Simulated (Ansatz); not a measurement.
## Sn2SeO (built on the sites of a database entry of SnO): from the cell to its phonons

Wanted: phonon frequencies of Sn2SeO (built on the sites of a database entry of SnO) and what follows from them.

Program: Ansatz 0.2.0. Level of theory: DFT PBEsol, scalar-relativistic, plane waves, PseudoDojo norm-conserving pseudopotentials. Results are calculated unless marked as measured.

The structure was built from a prototype and need not be the compound's stable phase.

### 1. The starting structure

The structure is tetragonal, space group P-4m2 (No. 115). Conventional cell: a = 4.025 Å, b = 4.025 Å, c = 5.129 Å, α = 90.00°, β = 90.00°, γ = 90.00°. Sn has 2 Se at 2.35 Å and 2 O at 2.35 Å nearest. Nearest to Se lie 4 Sn at 2.35 Å. Nearest to O lie 4 Sn at 2.35 Å. Farther neighbours and most contacts between anions are not listed.

### 2. Coarse relaxation

The start is far from rest, so a relaxation with loose tolerances brings it close first.

Input file input.yaml:

```yaml
crystal:
  lattice:
    - [4.02482, 0.0, 0.0]
    - [0.0, 4.02482, 0.0]
    - [0.0, 0.0, 5.12909]
  atoms:
    - { symbol: Sn, position: [0.5, 0.0, 0.2369] }
    - { symbol: Sn, position: [0.0, 0.5, 0.7631] }
    - { symbol: Se, position: [0.0, 0.0, 0.0] }
    - { symbol: O, position: [0.5, 0.5, 0.0] }
kpoints:
  mp_grid: { grid: [6, 6, 4] }
hamiltonian:
  xc: pbesol
  pseudopotentials: { kind: nc, accuracy: standard }
scf:
  occupations: { method: gaussian, width: 0.1 }
output:
  forces: true
  stress: true
  eigenvalues: true
relax:
  adjacent_minimum: "off"
  f_tol: 0.05
  max_steps: 80
  cell: { stress_tol: 0.5 }
```

Run with:

```
ansatz run input.yaml --threads 8 --pin off --max-ram 14336MiB --backend cpu --events-out ev --progress --plain --runs-dir out
```

Numbers of over 12 decimals in the logs are rounded to 6 here.

What it wrote:

```text
The last accepted step is kept in <dir> (removed where the run ends without a failure and the disk answers)
Engine: ansatz 0.2.0, aarch64-unknown-linux-gnu
Pseudopotentials: kind: nc
Pseudopotential: Sn, nc, valence charge 14, recommended cutoff 979.609905 eV (normal), Sn.nc.azcp (PseudoDojo's, or run here from an input of PseudoDojo's; its table is named by hamiltonian.pseudopotentials.accuracy)
[...]
cell:  # Å, volume = 89.6234 Å³
    - [4.407464, 0, 4.30879146856665e-17]
    - [0, 4.407464, 0]
    - [5.490973318933647e-17, 0, 4.613644]
  atoms:
    - { symbol: Sn, position: [0.5, 0, 0.293585] }
    - { symbol: Sn, position: [2.0049880244517277e-18, 0.5, 0.706415] }
    - { symbol: Se, position: [0, 0, 1.352850876843108e-18] }
    - { symbol: O, position: [0.5, 0.5, 1.3528508768431117e-18] }
[key lines of the parts left out:]
SCF converged after 6 iterations
Free energy (F): -8024.125374 eV
Fermi energy:    8.969486 eV
P = ⅓ Tr σ = 0.2921 GPa (2.921 kbar)
```

It took 22 s on 8 threads of Arm Neoverse V2, shared host; peak memory 0.95 GiB.

Step by step:

| step | energy less that of the first step (eV) | largest force component (eV/Å) | pressure (GPa) | volume (Å³) |
| --- | --- | --- | --- | --- |
| 1 | 0.0000 | 4.2450 | 24.15 | 83.09 |
| 2 | -1.5579 | 0.2960 | 3.60 | 90.97 |
| 3 | -1.6566 | 0.4799 | 0.37 | 96.87 |
| 4 | -1.7094 | 0.2355 | 0.47 | 92.16 |
| 5 | -1.7238 | 0.0437 | 0.57 | 88.87 |
| 6 | -1.7251 | 0.0270 | -0.22 | 89.62 |
| 7* | -1.7423 | 0.0268 | 0.29 | 89.62 |

Relaxation steps marked * repeat the geometry before them on a plane-wave basis chosen anew for their cell, so energy and pressure can jump there.

Forces are held to the 8 operations that the run works with; a distortion that breaks them can't arise in this run.

| conventional cell, symmetrised | before | after | change |
| --- | --- | --- | --- |
| a (Å) | 4.025 | 4.407 | +9.5 % |
| b (Å) | 4.025 | 4.407 | +9.5 % |
| c (Å) | 5.129 | 4.614 | -10.0 % |
| volume (Å³/atom) | 20.77 | 22.41 | +7.9 % |

The atoms that moved most (Å, as changes of fractional coordinates times the final cell):

| atom | dx | dy | dz | length |
| --- | --- | --- | --- | --- |
| Sn1 | 0.000 | 0.000 | 0.262 | 0.262 |
| Sn2 | 0.000 | 0.000 | -0.262 | 0.262 |

Numbers from this step:

```
pressure          : 0.2921 GPa
volume per atom   : 22.41 Å³
gap on the k-mesh : 0 eV
```

In this step the volume went from 20.77 to 22.41 Å³/atom.

### 3. Relaxation

The cell and atoms are relaxed, since residual forces and stress would shift the frequencies.

Input file input.yaml:

```yaml
crystal:
  lattice:
    - [4.4074642455, 0.0, 0.0]
    - [0.0, 4.4074642455, 0.0]
    - [0.0, 0.0, 4.6136437447]
  atoms:
    - { symbol: Sn, position: [0.5, 0.0, 0.2935849395] }
    - { symbol: Sn, position: [0.0, 0.5, 0.7064150605] }
    - { symbol: Se, position: [0.0, 0.0, 0.0] }
    - { symbol: O, position: [0.5, 0.5, 0.0] }
kpoints:
  mp_grid: { grid: [10, 10, 10] }
hamiltonian:
  xc: pbesol
  pseudopotentials: { kind: nc, accuracy: standard }
scf:
  occupations: { method: gaussian, width: 0.1 }
output:
  forces: true
  stress: true
  eigenvalues: true
  write_density: true
  write_potential: true
  elf: true
  volumetric_format: npy
relax:
  adjacent_minimum: "off"
  f_tol: 0.005
  max_steps: 80
  cell: { stress_tol: 0.05 }
```

What it wrote:

```text
[...]
Crystal: 4 atoms, lattice volume = 89.623 Å³
Basis set: ecut = 1170.089609 eV, 8161 PW (Γ), exchange–correlation on 100×100×108 points (8 copies of the dense FFT grid, shifted against one another)
Bands: 30, of which v1, the nominal top of the filled ones, is band 25 counted from 1 (24 counted from 0)
Symmetry: 8 space group operations
[...]
k-points: 126 of 1000 (time reversal used)
[...]
SCF iter   1: F=—  HF=-8024.986102 eV  |F-HF|=—  |Δ(HF+E_count)|=         —  Δρ=6.85e-2  dr2=4.68e0  ethr=3.10e-3  ⟨swp⟩=6.4  Hψ=16127  notcnv=0
[...]
SCF iter  10: F=-8024.122906 eV  HF=-8024.122906 eV  |F-HF|=2.35e-9  |Δ(HF+E_count)|=   3.40e-8  Δρ=2.49e-6  dr2=6.26e-9  ethr=2.00e-10  ⟨swp⟩=15.2  Hψ=27598  notcnv=0
SCF 1 converged in 10 iterations: F = -8024.122906 eV  dr2 = 6.26e-9
relax step   1: F+E_penalty+E_count = -8024.12290615 eV  Δ(F+E_penalty+E_count) = +0.000e0 eV  max|allowed force component| = 1.485e-2 eV/Å  Δτ_max = 0.0000 Å  P = +0.315 GPa  Ω = 89.623 Å³  (10 SCF iters, dr2 threshold 1.00e-7 eV, accepted)
Crystal: 4 atoms, lattice volume = 91.279 Å³
Basis set: ecut = 1170.089609 eV, 8337 PW (Γ), exchange–correlation on 100×100×108 points (8 copies of the dense FFT grid, shifted against one another)
[...]
SCF iter   6: F=-8024.122536 eV  HF=-8024.122536 eV  |F-HF|=1.67e-8  |Δ(HF+E_count)|=   1.23e-7  Δρ=1.37e-5  dr2=2.30e-7  ethr=8.00e-10  ⟨swp⟩=9.6  Hψ=30361  notcnv=0
SCF 2 converged in 6 iterations: F = -8024.122536 eV  dr2 = 2.30e-7
relax step   2: F+E_penalty+E_count = -8024.12253570 eV  Δ(F+E_penalty+E_count) = +3.705e-4 eV  max|allowed force component| = 7.478e-2 eV/Å  Δτ_max = 0.0271 Å  P = -0.095 GPa  Ω = 91.279 Å³  energy of the carried Pulay correction = -1.018e-4 eV  (6 SCF iters, dr2 threshold 4.00e-7 eV, rejected (line search))
Crystal: 4 atoms, lattice volume = 90.275 Å³
Basis set: ecut = 1170.089609 eV, 8201 PW (Γ), exchange–correlation on 100×100×108 points (8 copies of the dense FFT grid, shifted against one another)
[...]
SCF iter   9: F=-8024.124231 eV  HF=-8024.124231 eV  |F-HF|=5.46e-12  |Δ(HF+E_count)|=  5.55e-11  Δρ=1.37e-7  dr2=1.99e-11  ethr=1.00e-12  ⟨swp⟩=7.8  Hψ=21359  notcnv=0
SCF 3 converged in 9 iterations: F = -8024.124231 eV  dr2 = 1.99e-11
relax step   3: F+E_penalty+E_count = -8024.12423130 eV  Δ(F+E_penalty+E_count) = -1.325e-3 eV  max|allowed force component| = 1.255e-2 eV/Å  Δτ_max = 0.0060 Å  P = -0.002 GPa  Ω = 90.275 Å³  energy of the carried Pulay correction = -4.030e-5 eV  (9 SCF iters, accepted)
[...]
relax step   4: F+E_penalty+E_count = -8024.12444495 eV  Δ(F+E_penalty+E_count) = -2.137e-4 eV  max|allowed force component| = 1.324e-3 eV/Å  Δτ_max = 0.0014 Å  P = -0.023 GPa  Ω = 90.320 Å³  energy of the carried Pulay correction = -4.306e-5 eV  (6 SCF iters, dr2 threshold 4.29e-8 eV, accepted)
[...]
relax step   5: F+E_penalty+E_count = -8024.12454834 eV  Δ(F+E_penalty+E_count) = -1.034e-4 eV  max|allowed force component| = 3.468e-3 eV/Å  Δτ_max = 0.0017 Å  P = -0.027 GPa  Ω = 90.214 Å³  energy of the carried Pulay correction = -3.652e-5 eV  (5 SCF iters, dr2 threshold 1.51e-8 eV, accepted)
[...]
relax step   6: F+E_penalty+E_count = -8024.12458474 eV  Δ(F+E_penalty+E_count) = -3.640e-5 eV  max|allowed force component| = 1.909e-3 eV/Å  Δτ_max = 0.0021 Å  P = -0.008 GPa  Ω = 90.078 Å³  energy of the carried Pulay correction = -2.812e-5 eV  (7 SCF iters, accepted)
[...]
SCF iter   1: F=—  HF=-8024.124834 eV  |F-HF|=—  |Δ(HF+E_count)|=         —  Δρ=1.23e-5  dr2=7.68e-9  ethr=3.49e-7  ⟨swp⟩=3.4  Hψ=27034  notcnv=0
eigensolver tolerance schedule: the retry pair's looser diagonalisation over-reported the residual by 22728.72 of it (diagonalisation noise at an unbounded share of the residual, at the tolerance the schedule requests for it); recorded, not acted on — ethr = c·dr2/N_el stays at c = 1.0e-1
[...]
SCF iter   2: F=—  HF=-8024.124628 eV  |F-HF|=—  |Δ(HF+E_count)|=   2.06e-4  Δρ=6.18e-6  dr2=1.89e-9  ethr=1.54e-11  ⟨swp⟩=4.0  Hψ=10865  notcnv=0
[...]
SCF iter   5: F=-8024.124628 eV  HF=-8024.124628 eV  |F-HF|=8.19e-12  |Δ(HF+E_count)|=  1.18e-11  Δρ=1.09e-7  dr2=4.06e-12  ethr=1.00e-12  ⟨swp⟩=6.5  Hψ=20252  notcnv=0
SCF 7 converged in 5 iterations: F = -8024.124628 eV  dr2 = 4.06e-12
relax step   7: F+E_penalty+E_count = -8024.12462834 eV  Δ(F+E_penalty+E_count) = -4.360e-5 eV  max|allowed force component| = 1.904e-3 eV/Å  Δτ_max = 0.0000 Å  P = -0.007 GPa  Ω = 90.078 Å³  stress off target by 7.72e-3 GPa  SCF on the basis re-selected at this cell (its energy is not comparable with the rows above)  (5 SCF iters)
[...]
SCF converged after 5 iterations
Free energy (F): -8024.124628 eV
[...]
Internal energy: -8024.123446 eV  (E = F + TS)
E sigma→0 (E₀):  -8024.124037 eV
Entropy (-TS):   -0.001183 eV (-0.296 meV/atom)
Fermi energy:    8.967075 eV
[...]
--- Forces (eV/Å), atoms counted from 1 ---
  atom   1  Sn     0.00000000     0.00000000     0.00190351
  atom   2  Sn     0.00000000     0.00000000    -0.00190351
  atom   3  Se     0.00000000     0.00000000    -0.00000000
  atom   4  O     -0.00000000     0.00000000    -0.00000000
  max |Σ_I F_I| component: 3.40e-16 eV/Å
--- Stress (GPa, compression-positive) ---
       -0.007724       0.000000       0.000000
        0.000000      -0.007724       0.000000
        0.000000       0.000000      -0.004089
  P = ⅓ Tr σ = -0.0065 GPa (-0.065 kbar)
--- Band table (eV; the first three rows and the last of 126) ---
  k-point 0: bands = [... 21 lower, 7.5339, 7.6354, 7.6354, 7.9477, 10.6560, 12.6541, 12.6541, 12.8078, ... 1 higher]
  k-point 1: bands = [... 21 lower, 7.4931, 7.6325, 7.6325, 8.0250, 10.5660, 12.0895, 12.0895, 12.5887, ... 1 higher]
  k-point 2: bands = [... 21 lower, 7.3908, 7.6207, 7.6207, 8.2472, 10.2372, 11.3185, 11.3185, 12.1680, ... 1 higher]
  k-point 125: bands = [... 21 lower, 5.8643, 5.8643, 8.4535, 8.4535, 11.2056, 12.2031, 13.9715, 15.1085, ... 1 higher]
--- Relaxed structure (6 steps of the walk, 5 accepted, 1 SCFs on fresh bases) ---
[...]
cell:  # Å, volume = 90.0778 Å³
    - [4.437287, 0.0, 0]
    - [0.0, 4.437287, 0.0]
    - [0, 0.0, 4.574911]
  atoms:
    - { symbol: Sn, position: [0.5, 0.0, 0.292795] }
    - { symbol: Sn, position: [0, 0.5, 0.707205] }
    - { symbol: Se, position: [0, 0.0, 0] }
    - { symbol: O, position: [0.5, 0.5, 0] }
```

The job ended after 1.8 min (8 threads; peak memory 1.5 GiB).

Relaxation path:

| step | energy less that of the first step (eV) | largest force component (eV/Å) | pressure (GPa) | volume (Å³) |
| --- | --- | --- | --- | --- |
| 1 | 0.0000 | 0.0149 | 0.32 | 89.62 |
| 2 | 0.0004 | 0.0748 | -0.10 | 91.28 |
| 3 | -0.0013 | 0.0126 | 0.00 | 90.28 |
| 4 | -0.0015 | 0.0013 | -0.02 | 90.32 |
| 5 | -0.0016 | 0.0035 | -0.03 | 90.21 |
| 6 | -0.0017 | 0.0019 | -0.01 | 90.08 |
| 7* | -0.0017 | 0.0019 | -0.01 | 90.08 |

Relaxation steps marked * repeat the geometry before them on a plane-wave basis chosen anew for their cell, so energy and pressure can jump there. Relaxation step 2 was tried and not accepted.

The run keeps the 8 symmetry operations that it works with, so distortions that break them were not tested.

| conventional cell, symmetrised | before | after | change |
| --- | --- | --- | --- |
| a (Å) | 4.407 | 4.437 | +0.7 % |
| b (Å) | 4.407 | 4.437 | +0.7 % |
| c (Å) | 4.614 | 4.575 | -0.8 % |
| volume (Å³/atom) | 22.41 | 22.52 | +0.5 % |

Final coordinates:

```xyz
4
Lattice="4.4373 0.0000 0.0000 0.0000 4.4373 0.0000 0.0000 0.0000 4.5749" Properties=species:S:1:pos:R:3 pbc="T T T"
Sn    2.2186    0.0000    1.3395
Sn    0.0000    2.2186    3.2354
Se    0.0000    0.0000    0.0000
O     2.2186    2.2186    0.0000
```

Numbers from this step:

- pressure: -0.006513 GPa
- volume per atom: 22.52 Å³

Electrostatic potential energy in the ac plane at fractional y = 0.000, with atoms of Sn and Se within 0.2 Å of it. With pseudopotentials it is smooth inside the atoms' cores, unlike the true potential.

Values in eV, 14 rows by 14 columns, each cell a mean:
```
-61 -52 -20   3   9  11  11  10  11  10   8  -4 -33 -58
-38 -25  -5   7  11  12  12  12  12  12  10   3 -13 -32
 -5   0   6  10  12  13  13  13  13  12  11   9   4  -2
  8   9  11  12  12  13  13  13  13  13  12  11  10   9
 11  12  12  12  12  12  12  12  12  12  12  12  12  12
 12  12  12  12  11  10   9   8   9  10  11  12  12  12
 12  12  12  10   8   3  -1  -3   0   5   9  11  12  12
 12  12  11   8   2  -7  -6  -4  -8  -4   5  10  11  12
 12  11  10   5  -5  -4   5   4   4  -8  -1   8  11  12
 10  10   9   4  -8   1  -2  -8   4  -6  -4   7   9  10
  3   5   7   4  -7  -3   3   0   4  -8  -3   6   6   4
-23 -14  -1   4  -1 -10  -5  -2  -8  -7   2   3  -5 -19
-57 -43 -15   2   4   0  -5  -7  -4   2   5  -2 -26 -51
-61 -57 -26   1   7   7   5   5   6   8   6  -7 -40 -61
```
Columns run along a (4.4 Å; values clipped at the 3rd and 97th percentile), rows up along c (4.6 Å). Atoms in or near the plane, at fractional coordinates: Sn at (0.50, 0.29), Se at (0.00, 0.00).

Valence density in the ac plane at fractional y = 0.000, with atoms of Sn and Se within 0.2 Å of it. It is the smooth field of the valence electrons, not physical close to the nuclei.

Ten even steps from '0' (0 e/Å³) to '9' (13 e/Å³), each cell a mean:
```
98100000000039
42000000000003
00000000000000
00000000000000
00000000000000
00000000000000
00000000000000
00000012100000
00000255410000
00000331520000
00000254510000
10000023100001
95100000000027
29200000000048
```
Columns run along a (4.4 Å), rows up along c (4.6 Å). Atoms in or near the plane, at fractional coordinates: Sn at (0.50, 0.29), Se at (0.00, 0.00).

ELF in the ac plane at fractional y = 0.000, with atoms of Sn and Se within 0.2 Å of it. It is the smooth field of the valence electrons, not physical close to the nuclei.

Values, 14 rows by 14 columns, each cell a mean:
```
0.25 0.41 0.30 0.68 0.53 0.23 0.11 0.10 0.14 0.34 0.62 0.56 0.31 0.38
0.33 0.30 0.53 0.64 0.41 0.15 0.06 0.05 0.08 0.24 0.51 0.66 0.40 0.30
0.54 0.63 0.66 0.48 0.23 0.07 0.04 0.03 0.04 0.12 0.31 0.58 0.67 0.59
0.61 0.55 0.41 0.20 0.10 0.08 0.12 0.13 0.10 0.08 0.12 0.29 0.48 0.58
0.29 0.24 0.15 0.10 0.13 0.28 0.44 0.49 0.39 0.21 0.11 0.11 0.19 0.27
0.07 0.07 0.07 0.16 0.37 0.57 0.63 0.63 0.62 0.51 0.28 0.10 0.07 0.07
0.03 0.05 0.11 0.34 0.50 0.47 0.38 0.36 0.41 0.50 0.47 0.22 0.08 0.04
0.05 0.07 0.17 0.39 0.40 0.32 0.35 0.36 0.33 0.34 0.42 0.31 0.12 0.06
0.18 0.18 0.23 0.33 0.30 0.39 0.33 0.24 0.40 0.33 0.31 0.30 0.20 0.17
0.51 0.45 0.37 0.30 0.27 0.41 0.11 0.02 0.27 0.35 0.26 0.33 0.40 0.48
0.69 0.69 0.60 0.37 0.24 0.38 0.26 0.15 0.36 0.30 0.26 0.48 0.65 0.69
0.30 0.40 0.69 0.58 0.30 0.25 0.37 0.40 0.33 0.23 0.38 0.69 0.59 0.33
0.38 0.37 0.40 0.71 0.45 0.23 0.22 0.23 0.21 0.29 0.56 0.67 0.31 0.40
0.06 0.37 0.29 0.70 0.56 0.27 0.18 0.17 0.20 0.37 0.65 0.53 0.34 0.23
```
Columns run along a (4.4 Å), rows up along c (4.6 Å). Atoms in or near the plane, at fractional coordinates: Sn at (0.50, 0.29), Se at (0.00, 0.00).

In this step the volume went from 22.41 to 22.52 Å³/atom.

### 4. Tight relaxation

Phonons need a cell at rest on their own settings, so the relaxation is repeated with tight tolerances on forces and stress on the k mesh and occupations of the first response run.

Input file input.yaml:

```yaml
crystal:
  lattice:
    - [4.4372870799, 0.0, 0.0]
    - [0.0, 4.4372870799, 0.0]
    - [0.0, 0.0, 4.5749111538]
  atoms:
    - { symbol: Sn, position: [0.5, 0.0, 0.2927946173] }
    - { symbol: Sn, position: [0.0, 0.5, 0.7072053827] }
    - { symbol: Se, position: [0.0, 0.0, 0.0] }
    - { symbol: O, position: [0.5, 0.5, 0.0] }
kpoints:
  mp_grid: { grid: [12, 12, 12] }
hamiltonian:
  xc: pbesol
  pseudopotentials: { kind: nc, accuracy: standard }
scf:
  occupations: { method: methfessel_paxton, width: 0.2 }
output:
  forces: true
  stress: true
  eigenvalues: true
relax:
  adjacent_minimum: "off"
  f_tol: 0.001
  max_steps: 60
  cell: { stress_tol: 0.01 }
```

What it wrote:

```text
[...]
Crystal: 4 atoms, lattice volume = 90.078 Å³
Basis set: ecut = 1170.089609 eV, 8201 PW (Γ), exchange–correlation on 100×100×108 points (8 copies of the dense FFT grid, shifted against one another)
Bands: 30, of which v1, the nominal top of the filled ones, is band 25 counted from 1 (24 counted from 0)
Symmetry: 8 space group operations
[...]
--- Relaxed structure (5 steps of the walk, 4 accepted, 1 SCFs on fresh bases) ---
[...]
cell:  # Å, volume = 89.9891 Å³
    - [4.437126, 0.0, 0]
    - [0.0, 4.437126, 0.0]
    - [0, 0.0, 4.570736]
  atoms:
    - { symbol: Sn, position: [0.5, 0.0, 0.293142] }
    - { symbol: Sn, position: [0, 0.5, 0.706858] }
    - { symbol: Se, position: [0, 0.0, 0] }
    - { symbol: O, position: [0.5, 0.5, 0] }
[key lines of the parts left out:]
SCF converged after 7 iterations
Free energy (F): -8024.123795 eV
Fermi energy:    8.963625 eV
P = ⅓ Tr σ = 0.0018 GPa (0.018 kbar)
```

It took 2.3 min on 8 threads; peak memory 1.9 GiB.

Little changed from the start: no atom moved by 0.005 Å and no cell edge by 0.1 %.

Numbers from this step:

```yaml
pressure: 0.001846 GPa
volume_per_atom: 22.50 Å³
```

The largest force component left is 0.42 meV/Å and the pressure is 0.002 GPa, within the tolerances set. The cell now holds 22.50 Å³/atom.

[end of part 1 of 2]

[Logs are printed without paths, hosts, clocks, repeated set-up lines and the standing remarks that a program may print on its own settings, such as how far it seeks lower states.]

[Hosts, paths, dates, database ids (printed as entryN), source tags and the programs' standing remarks are cut or masked in the printed files.]
